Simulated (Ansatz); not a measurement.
# Lattice dynamics of Ir(111) slab, 3 layers, part 3 of 3

Task: relax Ir(111) slab, 3 layers, then find its harmonic phonons.

Ansatz 0.2.0; DFT PBEsol, scalar-relativistic, plane waves, PAW; PAW set soft_1.

So far. Step 4 (Tight relaxation): The largest force component left is 0.015 meV/Å, within the tolerances set. Step 5 (Linear response at the zone centre): Before it was imposed, the acoustic sum rule was missed by 2.7e-4 eV/Å². Small misses are needed for a sound result but don't prove that mesh and cutoff are converged. The lowest optical mode is real, 66.8 cm⁻¹.

## 6. Phonons on a q mesh

Stability and thermal properties need the whole zone. Linear response on a 6×6×1 q mesh gives force constants as far as a supercell of that size would.

The input, input.yaml:

```yaml
crystal:
  lattice:
    - [2.6643517028, 2.8326e-06, 0.0]
    - [-1.3321783045, 2.307394843, 0.0]
    - [0.0, 0.0, 32.6680736092]
  atoms:
    - { symbol: Ir, position: [0.0, 0.0, 0.2002429657] }
    - { symbol: Ir, position: [0.3333333333, 0.6666666667, 0.2668362115] }
    - { symbol: Ir, position: [0.6666666667, 0.3333333333, 0.3334294573] }
  periodic: [true, true, false]
kpoints:
  mp_grid: { grid: [18, 18, 1] }
hamiltonian:
  xc: pbesol
  pseudopotentials: { kind: paw, azcp: { folder: soft_1 }, xc_functional: pbe }
scf:
  occupations: { method: methfessel_paxton, width: 0.2 }
output:
  eigenvalues: true
phonons:
  method: dfpt
  qmesh: [6, 6, 1]
  temperatures: { t_max: 1000, t_step: 50 }
  qpath:
    path:
      - [0.0, 0.0, 0.0]
      - [0.5, 0.0, 0.0]
      - [0.33333333, 0.33333333, 0.0]
      - [0.0, 0.0, 0.0]
    npoints: 10
  dielectric: false
```

Run with:

```console
> ansatz run input.yaml --threads 4 --pin off --max-ram 16384MiB --backend cpu --events-out ev --progress --plain --runs-dir out
```

Numbers of over 12 decimals in the logs are rounded to 6 here.

Log:

```text
[...]
Crystal: 3 atoms, lattice volume = 200.834 Å³
Basis set: ecut = 420 eV, 3991 PW (Γ), exchange–correlation on 36×36×450 points (8 copies of the dense FFT grid, shifted against one another)
Bands: 31, of which v1, the nominal top of the filled ones, is band 26 counted from 1 (25 counted from 0)
Symmetry: 12 space group operations
k-points: 37 of 324 (irreducible under 6 space group operations, time reversal used)
[...]
SCF iter   1: F=—  HF=-35399.708773 eV  |F-HF|=—  |Δ(HF+E_count)|=         —  Δρ=2.48e-2  dr2=1.66e0  ethr=3.10e-3  ⟨swp⟩=16.5  Hψ=21370  notcnv=0  defer=44
[...]
SCF iter  13: F=-35399.235408 eV  HF=-35399.235408 eV  |F-HF|=2.33e-10  |Δ(HF+E_count)|=  9.17e-10  S|Δr|=    0.00e0  Δρ=5.42e-8  dr2=6.09e-12  ethr=1.00e-12  ⟨swp⟩=28.7  Hψ=14911  notcnv=0
SCF 1 converged in 13 iterations: F = -35399.235408 eV  dr2 = 6.09e-12
[...]
phonons: the bands overlap, so this run is a metal and interpolates without the dipole-dipole term. If the crystal is really an insulator or semiconductor, its LO-TO splitting is missing
NSCF: frozen V_eff on 37 k-points
[...]
DFPT response loops at q = (0, 0, 0) (fractional): preconditioner auto → none (partly filled bands, converged f_vac=0.739); β = 0.50; Broyden in place of MSR1
[...]
SCF converged after 13 iterations
[...]
Free energy (F): -35399.235408 eV
[...]
Internal energy: -35399.231465 eV  (E = F + TS)
E sigma→0 (E₀):  -35399.234423 eV
Entropy (-TS):   -0.003943 eV (-1.314 meV/atom)
Fermi energy:    -5.490252 eV
[...]
--- Band table (eV; the first three rows and the last of 37) ---
  k-point 0: bands = [... 22 lower, -8.6359, -6.8519, -6.6386, -6.6386, -5.7779, -5.7779, -5.4283, -4.7264, ... 6 higher]
  k-point 1: bands = [... 22 lower, -8.5282, -7.1440, -6.6999, -6.6813, -6.0393, -5.7695, -5.4343, -4.7205, ... 6 higher]
  k-point 2: bands = [... 22 lower, -8.2103, -7.6405, -6.9338, -6.8230, -6.5063, -5.7705, -4.8405, -4.7033, ... 6 higher]
  k-point 36: bands = [... 22 lower, -7.0978, -7.0978, -5.4136, -5.4136, -5.0005, 0.5519, 0.7310, 0.7310, ... 6 higher]
  ° read free of the cell's end (the report's vacuum.weakly_bound_levels)
--- Phonons (Γ-DFPT): 6 representative perturbations + reference (Σ response iterations 34) ---
  ASR residual: 2.767e-4 → 0.000e0 eV/Å²; symmetrization residual: 1.391e-4 eV/Å²
[...]
ASR residual per site (eV/Å²): 2.77e-4 1.34e-4 1.89e-4
  Γ frequencies (cm⁻¹): 0.00 0.00 0.00 66.82 66.82 122.99 122.99 134.96 208.76
--- Phonons (arbitrary-q DFPT): 7 irreducible q on the 6×6×1 mesh ---
  q = [0.0000, 0.0000, 0.0000] (star 1, of the zone-centre solve; hermiticity 1.35e-5, symmetrization 2.91e-6, taken by the last average 2.14e-6): -0.00 -0.00 0.00 66.82 66.82 122.99 122.99 134.96 208.76
  q = [0.0000, 0.1667, 0.0000] (star 6, 9 solved perturbations in 2457 linear systems a pass and spin channel, the states on 324 of 324 k-point pairs; hermiticity 1.22e-5, symmetrization 1.54e-6, taken by the last average 2.60e-6): 47.32 70.69 93.08 106.57 131.44 135.66 136.16 166.69 193.32
[...]
q = [0.1667, 0.3333, 0.0000] (star 12, 9 solved perturbations on 324 of 324 k-point pairs: no pair is spared here; hermiticity 3.73e-6, symmetrization 0.00e0, taken by the last average 1.47e-6): 97.76 124.09 128.23 133.01 138.62 159.01 167.94 179.69 214.37
[...]
sum rule: each row above includes the acoustic sum rule's correction from the zone centre's row sums; it moved no ω² by more than (0.63 cm⁻¹)²
  mesh force constants: q→R imaginary residual 1.35e-18; ASR residual 2.767e-4 → 0.000e0 eV/Å²; symmetrization residual 2.487e-14 eV/Å²
  interpolated dispersion: 31 rows × 9 modes
  density of states and harmonic sums: on the 30×30×1 q-mesh, interpolated from the force constants of a 6×6×1 supercell (no non-analytic term)
  largest difference from the sums on the solved wave vectors: F 2.25e-2 eV, S 2.88e-5 and C_V 6.32e-6 eV/K
  zero-point energy: 0.078142 eV/cell   skipped modes (ω ≤ 0): 4, of them read as no rigid motion or as one in doubt: 1 (6.667e-3 modes/cell left out, lowest -5.25 cm⁻¹)   left out of the sums: 1.11e-3 of the cell's modes: C_V's classical limit lies that fraction below 3 k_B per atom; for a crystal, a wire or a layer, F and S can be off by more, and a phonons.interpolated_qmesh denser along its periods is the remedy for the sampling
```

The job ended after 42 min (4 threads of Arm Neoverse V2, shared host; peak memory 4.3 GiB).

This step gave:

- sum-rule residual before enforcement: 2.77e-4 eV/Å²
- lowest frequency on the path: -4.125 cm⁻¹
- highest frequency on the path or at a solved wavevector: 226.5 cm⁻¹
- mean frequency: 140.3 cm⁻¹
- lowest mode on the q mesh (acoustic modes at Γ apart): 47.32 cm⁻¹
- zero-point energy per atom: 26.05 meV
- heat capacity at 300 K: 23.93 J/(mol atoms K)
- vibrational entropy at 300 K: 36.53 J/(mol atoms K)

Frequencies (cm⁻¹) solved at each irreducible wavevector; negative means imaginary. Frequencies by wavevector, by row:

```
q in reciprocal lattice units  star  mode 1  mode 2  mode 3  mode 4  mode 5  mode 6  mode 7  mode 8  mode 9
                        0 0 0     1       0       0       0    66.8    66.8     123     123     135   208.8
                   0 0.1667 0     6    47.3    70.7    93.1   106.6   131.4   135.7   136.2   166.7   193.3
                   0 0.3333 0     6    88.8    98.5     107     125   136.7   148.7   165.1   191.4   203.3
                     0 -0.5 0     3    93.9   117.2   120.7   144.2   144.4   157.4     171   191.2   226.5
              0.1667 0.1667 0     6    87.2   118.4   121.8   132.2     138   154.1   162.8     187   191.4
              0.1667 0.3333 0    12    97.8   124.1   128.2     133   138.6     159   167.9   179.7   214.4
              0.3333 0.3333 0     2    98.3   116.2   128.1   128.1   131.8   131.8     148   192.8   192.8
```

Interpolated from a 6×6×1 q mesh. Phonon branches along the path, in cm⁻¹:

```
  point  branch 1  branch 2  branch 3  branch 4  branch 5  branch 6  branch 7  branch 8  branch 9
      Γ         0         0         0        67        67       123       123       135       209
halfway        76        86       102       114       140       143       156       187       191
      M        94       117       121       144       144       158       171       191       226
halfway        98       127       130       138       141       150       172       172       215
      K        98       116       128       128       132       132       148       193       193
halfway        87       118       122       132       138       154       163       187       191
      Γ         0         0         0        67        67       123       123       135       209
```

The phonon branches as a text plot (rows in cm⁻¹):

```
    222 |                 *********
    212 |*              **         **        *****              *
    202 | ****        **             ***   **     **       *****
    193 |     *****************         ***         *******
    183 |         **           ***   ***   **  *******
    174 |       **        *****   ***        **       ***
    164 |     **    ******     ***  *        *********   **
    154 |   **    **  ********* ***  ***   ****     *****  **
    145 |       ******    ***********   ***           *****  ***
    135 |***  ************      *****************************   *
    126 |*******      **      ***********************************
    116 |         ****  *******      **********     **
    106 |   **************          ****   *******    *******
     97 |       **  ****  **********    ***       **     **
     87 |     **  ********                          **   *******
     78 | ****  ****
     68 |***  **                                      ***    ****
     58 |       **                                         **
     49 |   **                                           **  ***
     39 | **  **
     30 | **                                               *****
     20 |   **
     10 |
      1 |***                                                 ****
         Γ                   M           K                      Γ
```

The phonon density of states has structure finer than the step of the table below, so its rows give means over 10 cm⁻¹, whole bins alone (the curve runs from -5 to 227 cm⁻¹). Peaks (cm⁻¹: height): 93.0: 0.0944, 127.0: 0.152, 137.0: 0.194, 159.0: 0.101, 167.0: 0.132, 191.0: 0.120, 213.0: 0.0461.

Tetrahedra on a 30×30×1 mesh, mean over bins of 2 cm-1. Interpolated from a 6×6×1 q mesh. Phonon density of states against wavenumber; means over each step:

```
wavenumber (cm⁻¹)  phonon density of states (1/cm⁻¹/cell)
                0                                 0.00131
               10                                 0.00162
               20                                 0.00256
               30                                 0.00346
               40                                 0.00436
               50                                 0.00548
               60                                 0.00694
               70                                  0.0116
               80                                  0.0176
               90                                  0.0531
              100                                  0.0450
              110                                  0.0567
              120                                  0.0960
              130                                   0.117
              140                                   0.119
              150                                  0.0471
              160                                  0.0737
              170                                  0.0553
              180                                  0.0343
              190                                  0.0721
              200                                  0.0222
              210                                  0.0345
              220                                  0.0178
```

Harmonic thermodynamic functions per atom, from the density of states. Interpolated from a 6×6×1 q mesh. Thermodynamic functions, by row:

```
T (K)  F_vib (meV/atom)  S (J/mol-atom/K)  C_V (J/mol-atom/K)
    0             26.05                 0                   0
  100             21.36             12.67               17.82
  200              0.23             27.03               22.79
  300               -33             36.53               23.93
  400            -74.63             43.48               24.36
  500            -122.6             48.94               24.56
  600            -175.8             53.43               24.66
  700            -233.1             57.24               24.73
  800            -294.2             60.54               24.77
  900            -358.5             63.46                24.8
 1000            -425.7             66.08               24.82
```

Symmetry leaves 7 wavevectors to solve. The lowest mode among them, the acoustic zeros apart, lies at q = (0, 0.167, 0) and is real, 47.3 cm⁻¹.

## 7. Results

```yaml
space_group_after_relaxation_within_0p01_a: P-3m1
area_per_atom: 2.05 Å²
electronic_character: no gap on this mesh
highest_optical_mode_at_the_zone_centre_no_lo_to_term: 209 cm⁻¹
lowest_optical_zone_centre_mode: 66.8 cm⁻¹
lowest_mode_on_the_q_mesh_acoustic_modes_at_gamma_apart: 47.3 cm⁻¹
highest_frequency_on_the_path_or_at_a_solved_wavevector: 227 cm⁻¹
zero_point_energy_per_atom: 26.1 meV
heat_capacity_at_300_k: 23.9 J/(mol atoms K)
vibrational_entropy_at_300_k: 36.5 J/(mol atoms K)
imaginary_modes_on_the_6x6x1_q_mesh: none
```

**Reading.** No mode is imaginary at the 7 irreducible wavevectors solved, but between them the interpolated path dips to 4.1i cm⁻¹, so stability is not settled. The optical modes at Γ span 67 to 209 cm⁻¹. With no gap, or one that is small against the smearing, the frequencies hang on the k mesh and the smearing, most of all near Kohn anomalies. In a sheet or slab the interpolated bending branch near Γ is rough, since the rotational sum rule isn't imposed. Spin-orbit coupling is left out, which can matter for the heavy elements here. The PAW files were made for PBE and serve the other functionals too. The starting cell was built on a prototype and not taken from a measurement. These are harmonic frequencies at zero temperature: anharmonic shifts, linewidths and thermal expansion are left out.

[Logs are printed without paths, hosts, clocks, repeated set-up lines and the standing remarks that a program may print on its own settings, such as how far it seeks lower states.]

[Hosts, paths, dates, database ids (printed as entryN), source tags and the programs' standing remarks are cut or masked in the printed files.]
